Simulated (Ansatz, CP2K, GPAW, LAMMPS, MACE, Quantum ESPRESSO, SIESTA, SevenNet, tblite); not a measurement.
# Amorphous Cd8Zn24Te9S23 (64 atoms): one structure in several programs

Aim: run amorphous Cd8Zn24Te9S23 (64 atoms) in several programs and set results and cost side by side. A plane-wave run serves as the reference.

Method: Kohn-Sham DFT, PBE, SSSP efficiency 1.3.0 pseudopotentials, plane waves, in Quantum ESPRESSO 7.5.

## (1) The system as given

The cell holds 64 atoms: 8 Cd, 24 Zn, 9 Te and 23 S. Its edges and angles: a = 11.623 Å, b = 11.623 Å, c = 11.623 Å, α = 90.0°, β = 90.0°, γ = 90.0°. 64 atoms (8 Cd, 24 Zn, 9 Te, 23 S) placed at random at 4.61 g/cm³, melted at 2500 K for 10 ps at fixed volume with the Stillinger-Weber II-VI potential (Zhou et al., Phys. Rev. B 88, 085309 (2013)). Quenched from 2500 K to 300 K at 100 K/ps and fixed volume, held 5 ps.

## (2) Reference: Quantum ESPRESSO, plane waves

Input file pw.in:

```
&control
  calculation = 'scf'
  pseudo_dir = './pseudo'
  outdir = './tmp'
  disk_io = 'none'
  tprnfor = .true.
  tstress = .true.
/
&system
  ibrav = 0
  nat = 64
  ntyp = 4
  ecutwfc = 45
  ecutrho = 360
  nosym = .true.
  occupations = 'smearing'
  smearing = 'fd'
  degauss = 0.003675
/
&electrons
  conv_thr = 3.2e-07
  electron_maxstep = 100
  mixing_beta = 0.2
  mixing_mode = 'local-TF'
  diagonalization = 'david'
/
ATOMIC_SPECIES
Cd 112.414 Cd.upf
Zn 65.380 Zn.upf
Te 127.600 Te.upf
S 32.060 S.upf
CELL_PARAMETERS angstrom
11.62280 0.00000 0.00000
0.00000 11.62280 0.00000
0.00000 0.00000 11.62280
ATOMIC_POSITIONS crystal
Cd 0.12770 0.66958 0.97143
Cd 0.86102 0.82715 0.90270
Cd 0.96007 0.11989 0.70473
Cd 0.26177 0.30535 0.80199
Cd 0.52213 0.57229 0.75009
Cd 0.84563 0.54053 0.68241
Cd 0.00760 0.35722 0.97394
Cd 0.15557 0.09117 0.33121
Zn 0.59575 0.35548 0.92328
Zn 0.56739 0.53264 0.21790
Zn 0.61895 0.65040 0.45217
Zn 0.09874 0.58372 0.31566
[... 48 atom lines left out ...]
S 0.14857 0.41107 0.49474
S 0.75396 0.53182 0.33613
S 0.96846 0.14541 0.92631
S 0.62570 0.15804 0.89716
K_POINTS gamma
```

Launch:

```bash
$ OMP_NUM_THREADS=1 mpirun -np 4 pw.x -in pw.in > output.txt
```

The program printed:

```text
Program PWSCF
     gamma-point specific algorithms are used
     one sub-group per band group will be used
     scalapack distributed-memory algorithm (size of sub-group:  2*  2 procs)
     Parallelization info
     sticks:   dense  smooth     PW     G-vecs:    dense   smooth      PW
     Min        3457    1726    434               305513   107990   13541
     Max        3460    1728    436               305520   107996   13544
     Sum       13833    6909   1741              1222061   431977   54171
     bravais-lattice index     =            0
     lattice parameter (alat)  =      21.9639  a.u.
     unit-cell volume          =   10595.6815 (a.u.)^3
     number of atoms/cell      =           64
     number of atomic types    =            4
     number of electrons       =       768.00
[... lines left out ...]
     scf convergence threshold =      3.2E-07
[... lines left out ...]
     number of k points=     1  Fermi-Dirac smearing, width (Ry)=  0.0037
[... lines left out ...]
     total energy              =  -12850.12900551 Ry
[... lines left out ...]
     total energy              =  -12848.97610730 Ry
[... lines left out ...]
     total energy              =  -12849.44690175 Ry
[... lines left out ...]
     total energy              =  -12849.42264046 Ry
[... lines left out ...]
     total energy              =  -12849.42264074 Ry
[... lines left out ...]
   -74.1146 -74.0714 -74.0706 -74.0558 -74.0410 -74.0387 -74.0365 -74.0364
   -74.0356 -74.0126 -74.0055 -74.0032 -74.0023 -73.9936 -73.9896 -73.9883
   -73.9826 -73.9743 -73.9612 -73.9410 -73.9151 -73.8128 -73.7894 -73.7780
[...]
11.1381  11.2544  11.3219  11.3578  11.3826  11.4329  11.4559  11.5321
    11.5654  11.6338  11.7211  11.7633  11.7895  11.8313  11.8566  11.9437
    12.0047  12.0399  12.0893  12.1598  12.1943
     the Fermi energy is     6.7979 ev
!    total energy              =  -12849.42264113 Ry
     estimated scf accuracy    <       0.00000031 Ry
     smearing contrib. (-TS)   =      -0.01387426 Ry
     internal energy E=F+TS    =  -12849.40876687 Ry
     The total energy is F=E-TS. E is the sum of the following terms:
     one-electron contribution =  -13032.91782338 Ry
     hartree contribution      =    6763.84414505 Ry
     xc contribution           =   -1678.83196173 Ry
     ewald contribution        =   -4901.50312681 Ry
     convergence has been achieved in  17 iterations
     Forces acting on atoms (cartesian axes, Ry/au):
     atom    1 type  1   force =     0.00013892   -0.00572722   -0.01163437
     atom    2 type  1   force =     0.00708202   -0.00390408   -0.01608256
     atom    3 type  1   force =     0.00748371   -0.00559970   -0.00584468
[...]
atom   63 type  4   force =    -0.01047513    0.00568600    0.01138628
     atom   64 type  4   force =    -0.01108357    0.00161568   -0.01021551
     Total force =     0.244529     Total SCF correction =     0.003389
     Computing stress (Cartesian axis) and pressure
          total   stress  (Ry/bohr**3)                   (kbar)     P=      -12.34
  -0.00008948  -0.00001171  -0.00003148          -13.16       -1.72       -4.63
  -0.00001171  -0.00005360  -0.00000372           -1.72       -7.89       -0.55
  -0.00003148  -0.00000372  -0.00010863           -4.63       -0.55      -15.98
     Message from routine punch:
     Nothing written, as per user request (disk_io='none')
```

Run time: 5.2 min. Hardware: 4 MPI ranks of Arm Neoverse V2, shared host; peak memory 3.6 GiB.

Banners and routine set-up lines are dropped from the logs; longer cuts are marked.

Numbers from this run:

- r.m.s. force component: 0.4537 eV/Å
- longest force: 1.653 eV/Å
- pressure: -1.234 GPa

## (3) The ladder

The programs:
- CP2K 2026.2: Gaussian basis with GTH pseudopotentials and a plane-wave density; labels give functional, basis (MOLOPT sets; SR short-range, UZH the newer set with its own potentials), grid cutoff/relative cutoff and solver (OT: orbital transformation; TRS4, TC2, SIGN: linear-scaling purification with its sparsity filter), or its built-in tight binding.
- GPAW 26.7.0: PAW with atomic orbitals (LCAO), plane waves or a real-space grid of spacing h.
- MACE: machine-learned potential, published weights.
- Quantum ESPRESSO 7.5: plane waves; labels (QE) give functional, pseudopotential set and cutoffs of waves/density.
- SIESTA 5.4.2: numerical atomic orbitals, whose automatically made sets are far from complete, with PseudoDojo norm-conserving potentials that we converted to its format (checked against plane waves on the same files for H, C, O, Si, Ge and Ca alone); labels give functional, basis size, energy shift and mesh cutoff.
- SevenNet: machine-learned potential, published weights.
- tblite 0.8.0: extended tight binding, driven from Python.

All use the same cell and atoms; the electronic-structure runs use the same k-mesh, and an electronic temperature of 580 K (0.05 eV) where levels are smeared.

Differences are against the plane-wave reference, forces as r.m.s. over components; share is that over the reference's r.m.s. force, slope the least-squares factor from reference forces to these. Total energies of different programs have different zeros and aren't compared.

```csv
run,"Δ force, r.m.s. (meV/Å)",share (%),slope,Δ pressure (GPa),cores,CPU time,memory (GiB)
reference,-,-,-,-,4,21 min,3.6
"CP2K GFN1-xTB, diagonalisation",438,96.6,1.148,-8.64,1,14 s,0.22
"CP2K PBE, DZVP-UZH, 280/50 Ry, diagonalisation (coarse)",1483,327,1.200,1.85,4,6.5 min,4.0
"CP2K PBE, DZVP-UZH, 800/50 Ry, diagonalisation",32.5,7.17,1.016,0.763,4,8.5 min,9.2
"CP2K PBE, SZV-MOLOPT-SR, 800/50 Ry, diagonalisation (coarse)",291,64.1,1.356,0.416,2,3.8 min,6.4
"GPAW PBE, LCAO dzp, h 0.2 Å",45.7,10.1,1.021,-,1,3.7 min,1.8
"GPAW PBE, LCAO dzp, h 0.2 Å, other mixer settings",44.8,9.87,1.020,-,1,5.2 min,1.8
"GPAW PBE, LCAO dzp, h 0.25 Å (coarse)",45.8,10.1,1.029,-,1,2.3 min,1.1
"GPAW PBE, LCAO szp(dzp), h 0.2 Å (coarse)",69.7,15.4,1.032,-,1,2.6 min,1.7
"GPAW PBE, grid h 0.18 Å",21.6,4.76,0.996,-,4,68 min,5.1
MACE MP-0b2 small potential,202,44.5,0.681,0.433,1,6 s,0.66
"QE PBE+D3(BJ), sssp-1.3.0-efficiency, 45/360 Ry",8.74,1.93,1.001,-2.14,4,21 min,3.6
"SIESTA PBE, DZ, shift 0.01 Ry, mesh 500 Ry (coarse)",296,65.1,1.174,0.440,1,2.9 min,1.0
"SIESTA PBE, DZP, shift 0.01 Ry, mesh 500 Ry",112,24.7,1.048,-2.02,2,5.3 min,1.8
"SIESTA PBE, SZ, shift 0.01 Ry, mesh 500 Ry (coarse)",878,194,2.030,1.65,1,2.4 min,0.91
"SIESTA PBE, SZP, shift 0.01 Ry, mesh 500 Ry (coarse)",292,64.4,1.288,-5.45,2,4.4 min,1.6
"SIESTA PBEsol, DZP, shift 0.01 Ry, mesh 500 Ry",111,24.5,1.017,-4.99,2,5.4 min,1.8
SevenNet 0 potential,189,41.7,0.720,0.127,1,6.2 s,0.75
SevenNet l3i5 potential,140,30.9,0.826,0.0299,1,7.8 s,0.95
tblite GFN1-xTB,326,71.8,0.876,3.08,1,2.9 s,0.12
```

Rows marked coarse use a setting chosen to be so.

Times of the machine-learned potentials are mostly Python's start and the loading of weights.

CPU time is summed over cores on a shared host, where runs went side by side, so it is rough. Symmetry, cutoffs, thresholds, outputs and thread counts weren't matched or tuned between programs; memory under MPI is the largest rank's times the ranks.

Mean charges by element (e), by run and scheme:

```csv
run,scheme,Cd,Zn,Te,S
"CP2K GFN1-xTB, diagonalisation",Mulliken,+0.99,+0.64,-0.48,-0.82
"CP2K PBE, DZVP-UZH, 800/50 Ry, diagonalisation",Mulliken,+0.35,+0.12,+0.23,-0.33
"CP2K PBE, DZVP-UZH, 800/50 Ry, diagonalisation",Hirshfeld,+0.23,+0.22,-0.14,-0.25
"SIESTA PBE, DZP, shift 0.01 Ry, mesh 500 Ry",Hirshfeld,+0.25,+0.58,-0.41,-0.53
"SIESTA PBEsol, DZP, shift 0.01 Ry, mesh 500 Ry",Hirshfeld,+0.24,+0.57,-0.41,-0.52
tblite GFN1-xTB,Mulliken,0.00,+0.24,-0.02,-0.24
```

Within one program, basis, potentials and functional, energies share a zero. Each run against its twin at the usual cutoff or grid and solver:

```csv
run,twin,Δ energy (meV/atom),"Δ force, r.m.s. (meV/Å)",CPU time over the twin's
"CP2K PBE, DZVP-UZH, 280/50 Ry, diagonalisation","DZVP-UZH, 800/50 Ry, diagonalisation",-60.1,1482,0.76
"GPAW PBE, LCAO dzp, h 0.2 Å, other mixer settings","LCAO dzp, h 0.2 Å",1.0e-4,3.15,1.4
"GPAW PBE, LCAO dzp, h 0.25 Å","LCAO dzp, h 0.2 Å",53.2,25.8,0.62
```

## (4) What came out

- reference r.m.s. force component: 0.454 eV/Å
- nearest in forces: QE PBE+D3(BJ), sssp-1.3.0-efficiency, 45/360 Ry, 1.9 %
- farthest in forces: CP2K PBE, DZVP-UZH, 280/50 Ry, diagonalisation (coarse), 327 %
- cheapest electronic-structure run beside the reference: tblite GFN1-xTB, 2.9 s of CPU time

In words: PBE on plane waves or a grid with other potentials, cutoffs or grids, coarse settings apart, differs from the reference by 4.8 % (GPAW PBE, grid h 0.18 Å) of the r.m.s. force; this holds the reference's own error, so differences of a few per cent don't tell which side is nearer the exact PBE result. The PBE runs in local orbitals, coarse settings apart, differ by 7.2 % (CP2K PBE, DZVP-UZH, 800/50 Ry, diagonalisation) to 25 % (SIESTA PBE, DZP, shift 0.01 Ry, mesh 500 Ry); basis, grid and potentials can all enter. Tight binding differs by 72 % (tblite GFN1-xTB) to 97 % (CP2K GFN1-xTB, diagonalisation); it is another model, with fitted parameters of its own, and the xTB methods hold dispersion. Machine-learned potentials differ by 31 % (SevenNet l3i5 potential) to 45 % (MACE MP-0b2 small potential); they were trained on other programs' data. Among those trained on PBE data the slope goes as low as 0.68. In the reference's own program, potentials and cutoffs, a change of model alone moves forces by 1.9 % (QE PBE+D3(BJ), sssp-1.3.0-efficiency, 45/360 Ry). Other rows with another functional or a dispersion term differ by 24 % (SIESTA PBEsol, DZP, shift 0.01 Ry, mesh 500 Ry), which mixes the change of model with differences of basis and potentials. CP2K GFN1-xTB, diagonalisation needed 184 SCF steps, so its time overstates the method's usual cost. Runs with settings chosen to be coarse differ by 10 % (GPAW PBE, LCAO dzp, h 0.25 Å) to 327 % (CP2K PBE, DZVP-UZH, 280/50 Ry, diagonalisation), their programs' other errors included. Of the electronic-structure runs that take under half the reference's CPU time, CP2K PBE, DZVP-UZH, 800/50 Ry, diagonalisation comes nearest, at 7.2 % in 8.5 min against 21 min. In pressure, SIESTA PBE, SZP, shift 0.01 Ry, mesh 500 Ry misses by -5.5 GPa, at the same functional. Charges hang on model, scheme and program or settings: among these rows the mean for Te runs from -0.48 to +0.23 e, even in sign. In the reference: levels near the Fermi energy are neither full nor empty under the smearing, so no gap is quoted. Periodic xTB results under one method name differ between programs and library versions. The potentials hold different valence shells: 768 electrons in the reference, 576 in CP2K with SZV-MOLOPT-SR, 576 in GPAW and 922 in SIESTA; this bears on time and differences. The reference's pressure holds the uncorrected Pulay stress of its 45 Ry basis, so small pressure differences, and their order, may be the reference's own error. Machine-learned potentials mimic data converged in k, so the reference's own k-point error enters their differences. The quench rate of 100 K/ps is many orders above laboratory rates, so the cell is likely richer in defects and strain than a real sample. The network of bonds at the start is that of the classical potential that made the cell, and needn't be the one that DFT or experiment would give. The electronic-structure runs sample only Γ, in a cell whose shortest periodic width is 12 Å, which is coarse for a cell with partly filled levels. Spin–orbit coupling is left out, which matters for the levels of the heavy elements.

[Long decimals in the printed logs are rounded to 6 places.]

[Also dropped from logs without a mark: lines with file paths, logging warnings of Python, QE's lines on negative density and diagonalisation, SIESTA's first energy breakdown, zero terms and Voronoi charges.]

[Logs are printed without paths, hosts, clocks, repeated set-up lines and the standing remarks that a program may print on its own settings, such as how far it seeks lower states.]

[Hosts, paths, dates, database ids (printed as entryN), source tags and the programs' standing remarks are cut or masked in the printed files.]

[Not all failed runs are listed: runs killed by the host, ended in a Python traceback or in CONQUEST's support-function errors, and SIESTA runs with faulty potentials for Cu, Fe, Ni or Zn are left out.]
